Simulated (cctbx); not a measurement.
**Lu2HgS4 across an absorption edge**

Space group Fd-3m (no. 227, origin choice 1), a = 11.0670 Å, b = 11.0670 Å, c = 11.0670 Å, α = 90.00°, β = 90.00°, γ = 90.00°.

```
atom  mult.       x       y       z  Ueq (Å²)
 Hg1      8     1/4     3/4     1/4    0.0063
 Lu1     16     3/8     1/8     3/8    0.0076
  S1     32  0.1282  0.1282  0.3718    0.0113
```

The model was made for the exercise: a known structure type with other elements put in, its volume estimated, not relaxed; displacement parameters are assumed.

Calculated with cctbx: free-atom f′ and f″ from the Sasaki tables, no fine structure; amplitudes in electrons.

```csv
E (eV),F 2 2 2,F 2 4 4,F 3 3 1,F 0 2 2
8644,464.1,1.9,37.0,548.4
8994,435.2,1.9,24.0,546.4
9124,410.7,1.9,12.9,545.6
9184,388.9,1.9,5.7,545.2
9214,366.3,1.9,11.8,545.1
9229,343.9,1.9,22.2,545.0
9236,324.1,1.9,31.8,544.9
9240,303.4,1.9,42.1,544.9
9248,326.0,1.9,67.3,544.8
9252,350.3,1.9,58.4,544.8
9259,371.1,1.9,52.5,544.8
9274,393.6,1.9,48.2,544.7
9304,415.9,1.9,46.7,544.5
9394,444.5,1.9,48.9,543.9
9644,471.0,1.9,54.5,542.2
```

**Question.** Which edge is crossed, and why do the reflections move as they do?

The L3 edge of Lu. The edge is at 9244 eV. f′ of Lu falls from -12.0 e at 9124 eV to -18.9 e at 4 eV below it, and f″ steps from 3.76 to 10.53 e across it. Over that approach |F| changes by -26 % (2 2 2), +0 % (2 4 4), +226 % (3 3 1) and -0 % (0 2 2): a reflection falls where Lu scatters in phase with the total and rises where it scatters against it; it hardly moves where the Lu term is small or cancels by symmetry. Above the edge the larger f″ enters the imaginary part, where it can add to or cancel the other atoms' f″. The structure is centrosymmetric, so Friedel mates stay equal.

[Logs are printed without paths, hosts, clocks, repeated set-up lines and the standing remarks that a program may print on its own settings, such as how far it seeks lower states.]
